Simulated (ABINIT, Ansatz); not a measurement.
# CsAsF6 (R-3): one start, several treatments of the self-energy, part 2 of 2

How much does the gap of CsAsF6 (R-3) depend on the approximation to the self-energy?

ABINIT 10.8.3; PBEsol and many-body steps on it, plane waves. Known limits of the many-body steps: not at the basis limit; no spin-orbit coupling; coarse k mesh.

So far. Step 5 (G0W0, von der Linden-Horsch plasmon pole): Against G0W0 in ABINIT (2×2×2 mesh, 201 bands, screening to 141.5 eV, Godby-Needs plasmon pole), the gap moves by +0.402 eV. Step 6 (G0W0, Engel-Farid plasmon pole): Against G0W0 in ABINIT (2×2×2 mesh, 201 bands, screening to 141.5 eV, Godby-Needs plasmon pole), the gap moves by +0.077 eV.

## 7. One-shot Hartree-Fock

This step: one-shot Hartree-Fock on PBEsol, plane waves, norm-conserving pseudopotentials.

The input, run.abi:

```
acell 3*1.0 Angstrom
rprim 
  3.855859826403 2.226181708716 2.622049894613
  -3.855859826403 2.226181708716 2.622049894613
  -0.000000000000 -4.452363417478 2.622049894574
ntypat 3
znucl 55 33 9
natom 8
typat 1 2 3 3 3 3 3 3
xred 
  0.500000000000 0.500000000000 0.500000000000
  -0.000000000000 -0.000000000000 -0.000000000000
  0.189597360000 0.275478300000 0.922344570000
  0.275478300000 0.922344570000 0.189597360000
  0.077655430000 0.810402640000 0.724521700000
  0.724521700000 0.077655430000 0.810402640000
  0.810402640000 0.724521700000 0.077655430000
  0.922344570000 0.189597360000 0.275478300000
pp_dirpath "pseudos"
pseudos "Cs.upf, As.upf, F.upf"
ecut 44
ngkpt 2 2 2
nshiftk 1
shiftk 0 0 0
kptopt 1
chksymbreak 0
istwfk *1
occopt 1
irdwfk 1
optdriver 4
nband 41
gwcalctyp 5
ecutsigx 44
symsigma 1
nkptgw 1
kptgw 
  0.0000000000 0.0000000000 0.0000000000
bdgw 
  35 39
ixc_sigma 40
fftgw 31
indata_prefix "in"
outdata_prefix "out"
tmpdata_prefix "tmp"
```

Started as:

```bash
OMP_NUM_THREADS=1 mpirun -n 8 abinit run.abi > log
```

Numbers of over 12 decimals in the logs are rounded to 6 here.

What it wrote:

```text
.Version 10.8.3 of ABINIT. v10.8.2 released Aug 2026.

 Symmetries : space group R-3 (#148); Bravais hR (rhombohedral)
[... echo of the input left out ...]
== DATASET  1 ==================================================================
-   mpi_nproc: 8, omp_nthreads: 1 (-1 if OMP is not activated)

--- !DatasetInfo
iteration_state: {dtset: 1, }
dimensions: {natom: 8, nkpt: 4, mband: 41, nsppol: 1, nspinor: 1, nspden: 1, mpw: 12752, }
cutoff_energies: {ecut:  44.0, pawecutdg:  -1.0, }
[...]
37  -1.636 -22.969 -30.875   0.000   1.000   0.000 -30.875  -7.906  -9.541
       38   4.042 -18.327 -13.375   0.000   1.000   0.000 -13.375   4.952   8.994
       39   8.175 -11.625  -6.779   0.000   1.000   0.000  -6.779   4.846  13.021

== END DATASET(S) ==============================================================
================================================================================

 -outvars: echo values of variables after computation  --------
           etotal      0.0000000000E+00
            nband          41
             nkpt           4
          spgroup         148
 [... the other variables as echoed above ...]

 Calculation completed.
```

It took 3.5 s on 8 MPI ranks of Arm Neoverse V2, shared host; peak memory 1.4 GiB; 27 s of CPU time.

This step gave:

* quasiparticle gap on the points computed: 18.54 eV
* starting gap on the mesh: 5.678 eV
* k of the valence top: 0, 0, 0
* k of the conduction bottom: 0, 0, 0
* least direct quasiparticle gap on the computed points: 18.54 eV

Against G0W0 in ABINIT (2×2×2 mesh, 201 bands, screening to 141.5 eV, Godby-Needs plasmon pole), the gap moves by +8.185 eV.

## 8. Screening, 2×2×2 mesh, 201 bands, screening to 141.5 eV

This step: RPA screening on PBEsol, plane waves, norm-conserving pseudopotentials.

Changes to run.abi since step 7:

```diff
@@ -29,14 +29,14 @@
 irdwfk 1
-optdriver 4
-nband 41
-gwcalctyp 5
-ecutsigx 44
-symsigma 1
-nkptgw 1
-kptgw 
-  0.0000000000 0.0000000000 0.0000000000
-bdgw 
-  35 39
-ixc_sigma 40
-fftgw 31
+optdriver 3
+nband 201
+ecuteps 5.2
+inclvkb 2
+awtr 1
+symchi 1
+gwcalctyp 2
+nfreqre 16
+freqremax 40 eV
+nfreqim 8
+spmeth 1
+nomegasf 120
 indata_prefix "in"
```

What it wrote:

```text
.Version 10.8.3 of ABINIT. v10.8.2 released Aug 2026.

 Symmetries : space group R-3 (#148); Bravais hR (rhombohedral)
[... echo of the input left out ...]
== DATASET  1 ==================================================================
-   mpi_nproc: 8, omp_nthreads: 1 (-1 if OMP is not activated)

--- !DatasetInfo
iteration_state: {dtset: 1, }
dimensions: {natom: 8, nkpt: 4, mband: 201, nsppol: 1, nspinor: 1, nspden: 1, mpw: 12752, }
cutoff_energies: {ecut:  44.0, pawecutdg:  -1.0, }
electrons: {nelect:   7.40000000E+01, charge:   0.00000000E+00, occopt:   1.00000000E+00, tsmear:   1.00000000E-02, }

 SCREENING: Calculation of the susceptibility and dielectric matrices

 Based on a program developped by R.W. Godby, V. Olevano, G. Onida, and L. Reining.
 Incorporated in ABINIT by V. Olevano, G.-M. Rignanese, and M. Torrent.
.Using double precision arithmetic ; gwpc =  8

[... cell and pseudopotentials left out ...]
--------------------------------------------------------------------------------

 ==== K-mesh for the wavefunctions ====
 Number of points in the irreducible wedge :     4
[... list of points left out ...]
 Together with  6 symmetry operations and time-reversal symmetry
 yields     8 points in the full Brillouin Zone.

 ==== Q-mesh for the screening function ====
 Number of points in the irreducible wedge :     4
[... list of points left out ...]
 Together with  6 symmetry operations and time-reversal symmetry
 yields     8 points in the full Brillouin Zone.

 setmesh: FFT mesh size selected  =    40x   40x   40
          total number of points  =        64000

 vcoul_init : cutoff-mode = AUXILIARY_FUNCTION
 q-points for optical limit:   1
     1)      0.000010    0.000020    0.000030

- screening: taking advantage of time-reversal symmetry
- Maximum band index for partially occupied states nbvw = 37
- Remaining bands to be divided among processors   nbcw = 164
- Number of bands treated by each node ~20

 Number of electrons calculated from density =   74.0000; Expected =   74.0000
 average of density, n =  0.081201
 r_s =    1.4326
 omega_plasma =   27.4876 [eV]

 calculating chi0 at frequencies [eV] :
  1    0.000000E+00    0.000000E+00
  2    2.666667E+00    0.000000E+00
  3    5.333333E+00    0.000000E+00
[...]
23    0.000000E+00    7.000602E+01
 24    0.000000E+00    9.856924E+01

--------------------------------------------------------------------------------
  q-point number  1        q = ( 0.000000, 0.000000, 0.000000) [r.l.u.]
--------------------------------------------------------------------------------
[... chi0 elements left out ...]
  [... further frequencies ...]

 No. of calculated frequencies >  15, stop printing
 For q-point:  0.000010 0.000020 0.000030
  dielectric constant =   2.0289
  dielectric constant without local fields =   2.3077

  Average fulfillment of the sum rule on Im[epsilon] for q-point    1 :     46.47  [%]
[... wings left out ...]
  q-point number  2        q = ( 0.500000, 0.000000, 0.000000) [r.l.u.]
--------------------------------------------------------------------------------
[... chi0 elements left out ...]
  [... further frequencies ...]

 No. of calculated frequencies >  15, stop printing
  Average fulfillment of the sum rule on Im[epsilon] for q-point    2 :     50.88  [%]

 [... 2 further q-points ...]
```

Wall time 85 s (8 MPI ranks); peak memory 7.8 GiB.

Numbers from this step:

```yaml
eps_infinity_with_local_fields_on_this_mesh_along_the_program_s_q_direction: 2.029
the_same_without_local_fields: 2.308
plasma_frequency: 27.49 eV
plane_waves_in_the_screening_matrix: 497
```

## 9. G0W0, contour deformation

This step: G0W0 on PBEsol, plane waves, norm-conserving pseudopotentials.

Changes to run.abi since step 8:

```diff
@@ -29,14 +29,14 @@
 irdwfk 1
-optdriver 3
+optdriver 4
 nband 201
+gwcalctyp 2
+ecutsigx 44
+symsigma 1
+nkptgw 1
+kptgw 
+  0.0000000000 0.0000000000 0.0000000000
+bdgw 
+  35 39
 ecuteps 5.2
-inclvkb 2
-awtr 1
-symchi 1
-gwcalctyp 2
-nfreqre 16
-freqremax 40 eV
-nfreqim 8
-spmeth 1
-nomegasf 120
+irdscr 1
 indata_prefix "in"
```

What it wrote:

```text
.Version 10.8.3 of ABINIT. v10.8.2 released Aug 2026.

 Symmetries : space group R-3 (#148); Bravais hR (rhombohedral)
[... echo of the input left out ...]
== DATASET  1 ==================================================================
-   mpi_nproc: 8, omp_nthreads: 1 (-1 if OMP is not activated)

--- !DatasetInfo
iteration_state: {dtset: 1, }
dimensions: {natom: 8, nkpt: 4, mband: 201, nsppol: 1, nspinor: 1, nspden: 1, mpw: 12752, }
cutoff_energies: {ecut:  44.0, pawecutdg:  -1.0, }
[...]
36  -1.889 -22.522 -30.392   5.226   0.796  -0.256 -24.627  -2.105  -3.993
[...]
39   8.175 -11.625  -6.779  -2.633   0.875  -0.143  -9.689   1.936  10.111
       39   0.000   0.000   0.000  -0.002   0.000   0.000  -0.001  -0.001  -0.001

== END DATASET(S) ==============================================================
================================================================================

 -outvars: echo values of variables after computation  --------
           etotal      0.0000000000E+00
            nband         201
             nkpt           4
          spgroup         148
 [... the other variables as echoed above ...]

 Calculation completed.
```

Elapsed: 7.6 s, on 8 MPI ranks; peak memory 2.7 GiB.

This step gave:

| Item | Value |
| --- | --- |
| G0W0 gap on the points computed | 10.28 eV |
| starting gap on the mesh | 5.678 eV |
| k of the valence top | 0, 0, 0 |
| k of the conduction bottom | 0, 0, 0 |
| least direct G0W0 gap on the computed points | 10.28 eV |

Against G0W0 in ABINIT (2×2×2 mesh, 201 bands, screening to 141.5 eV, Godby-Needs plasmon pole), the gap moves by −0.070 eV.

## 10. Side by side

Times are wall times on 8 MPI ranks of Arm Neoverse V2, shared host, good to a factor of about two. A run's time includes the screening step that it read.

```csv
run,mesh,bands,screening cutoff (eV),DFT gap (eV),gap on the mesh (eV),direct (eV),ε∞ used,time
"G0W0, Godby-Needs plasmon pole",2×2×2,201,141.5,5.678,10.350,10.350,2.02,82 s
"G0W0, von der Linden-Horsch plasmon pole",2×2×2,201,141.5,5.678,10.752,10.752,2.02,81 s
"G0W0, Engel-Farid plasmon pole",2×2×2,201,141.5,5.678,10.427,10.427,2.02,81 s
one-shot Hartree-Fock,2×2×2,-,-,5.678,18.535,18.535,-,3.5 s
"G0W0, contour deformation",2×2×2,201,141.5,5.678,10.280,10.280,2.03,93 s
```

## 11. Results

```
G0W0, Godby-Needs plasmon pole           : 10.350 eV
G0W0, von der Linden-Horsch plasmon pole : 10.752 eV
G0W0, Engel-Farid plasmon pole           : 10.427 eV
one-shot Hartree-Fock                    : 18.535 eV
G0W0, contour deformation                : 10.280 eV
known limits                             : not at the basis limit; no spin-orbit coupling; coarse k mesh
```

What this shows: G0W0, von der Linden-Horsch plasmon pole: +0.402 eV against G0W0, Godby-Needs plasmon pole. G0W0, Engel-Farid plasmon pole: +0.077 eV against G0W0, Godby-Needs plasmon pole. One-shot Hartree-Fock: +8.185 eV against G0W0, Godby-Needs plasmon pole. G0W0, contour deformation: −0.070 eV against G0W0, Godby-Needs plasmon pole. Bare exchange alone opens the gap to 18.54 eV; against G0W0, correlation takes back 8.19 eV. Bands and cutoff are finite, so the gap is not at the basis limit. The miss can reach some tenths of an eV and take either sign; the mesh is an error of its own. In the first G0W0 run levels were corrected at 1 k point alone, so a gap called «on the mesh» is the least over those, and an edge elsewhere would be missed. The 2×2×2 mesh is coarse for this cell, which bears on the long-range parts of exchange and screening. The many-body steps are scalar-relativistic: spin-orbit coupling is not in them.

[Paths, hosts, dates, memory and timing lines, banners, echoed tables and standing remarks are left out of the program output.]

[Logs are printed without paths, hosts, clocks, repeated set-up lines and the standing remarks that a program may print on its own settings, such as how far it seeks lower states.]

[Runs of the session that timed out or met a known fault of the program may be left out.]

[No measured gap is set beside runs whose start may be inverted or whose files or cutoffs have a known fault.]

[Hosts, paths, dates, database ids (printed as entryN), source tags and the programs' standing remarks are cut or masked in the printed files.]

[G0W0 gaps are taken among the corrected bands and points alone; a level outside them can change the order at an edge.]

[Where Ansatz stands beside ABINIT at settings called matched, ABINIT's density can come from a denser mesh and the files from another edition; pairs whose starting gaps differed by over 0.03 eV were left out, so agreement reads better than it is.]
